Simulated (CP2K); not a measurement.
Two runs for the C K edge of silylpyrazine. Run A: CP2K XAS_TDP, all-electron GAPW, PBEh(45%), aug-pc-1, TDA, no relativity. Run B differs in one setting.

First lines with a strength over 0.0015. A:

| atom | energy (eV) | states | strength, one atom |
| --- | --- | --- | --- |
| C2 (bonded to C, N and Si) | 280.99 | 1 | 0.0497 |
|  | 282.86 | 1 | 0.0035 |
|  | 284.95 | 1 | 0.0158 |
|  | 285.56 | 1 | 0.0050 |
|  | 285.90 | 1 | 0.0016 |
| C3 (bonded to C, N and H) | 281.31 | 1 | 0.0576 |
|  | 282.86 | 1 | 0.0021 |
|  | 285.23 | 1 | 0.0124 |
|  | 286.19 | 1 | 0.0052 |
|  | 286.31 | 1 | 0.0032 |
| C5 (bonded to C, N and H) | 281.20 | 1 | 0.0547 |
|  | 283.15 | 1 | 0.0038 |
|  | 285.18 | 1 | 0.0127 |
|  | 286.21 | 1 | 0.0032 |
|  | 286.59 | 1 | 0.0032 |
| C6 (bonded to C, N and H) | 281.31 | 1 | 0.0543 |
|  | 282.92 | 1 | 0.0043 |
|  | 285.14 | 1 | 0.0129 |
|  | 286.15 | 1 | 0.0031 |
|  | 286.52 | 1 | 0.0038 |

B:

| atom | energy (eV) | states | strength, one atom |
| --- | --- | --- | --- |
| C2 (bonded to C, N and Si) | 285.90 | 1 | 0.0489 |
|  | 287.77 | 1 | 0.0034 |
|  | 289.87 | 1 | 0.0155 |
|  | 290.47 | 1 | 0.0049 |
|  | 290.81 | 1 | 0.0015 |
| C3 (bonded to C, N and H) | 286.67 | 1 | 0.0565 |
|  | 288.21 | 1 | 0.0021 |
|  | 290.58 | 1 | 0.0122 |
|  | 291.54 | 1 | 0.0052 |
|  | 291.67 | 1 | 0.0032 |
| C5 (bonded to C, N and H) | 286.65 | 1 | 0.0536 |
|  | 288.61 | 1 | 0.0037 |
|  | 290.64 | 1 | 0.0125 |
|  | 291.66 | 1 | 0.0031 |
|  | 292.04 | 1 | 0.0032 |
| C6 (bonded to C, N and H) | 286.78 | 1 | 0.0533 |
|  | 288.39 | 1 | 0.0042 |
|  | 290.61 | 1 | 0.0126 |
|  | 291.62 | 1 | 0.0031 |
|  | 291.99 | 1 | 0.0038 |

**Question.** Which was it: scalar relativity switched on, the basis, GW2X switched on, the functional?

GW2X switched on. GW2X shifts an atom's lines together and keeps their spacings. Against PBEh(45%) in aug-pc-1, the leading lines move by +4.91 eV (C2, to 285.90), +5.36 eV (C3, to 286.67), +5.45 eV (C5, to 286.65) and +5.47 eV (C6, to 286.78).

[Hosts, paths, dates, database ids (printed as entryN), source tags and the programs' standing remarks are cut or masked in the printed files.]
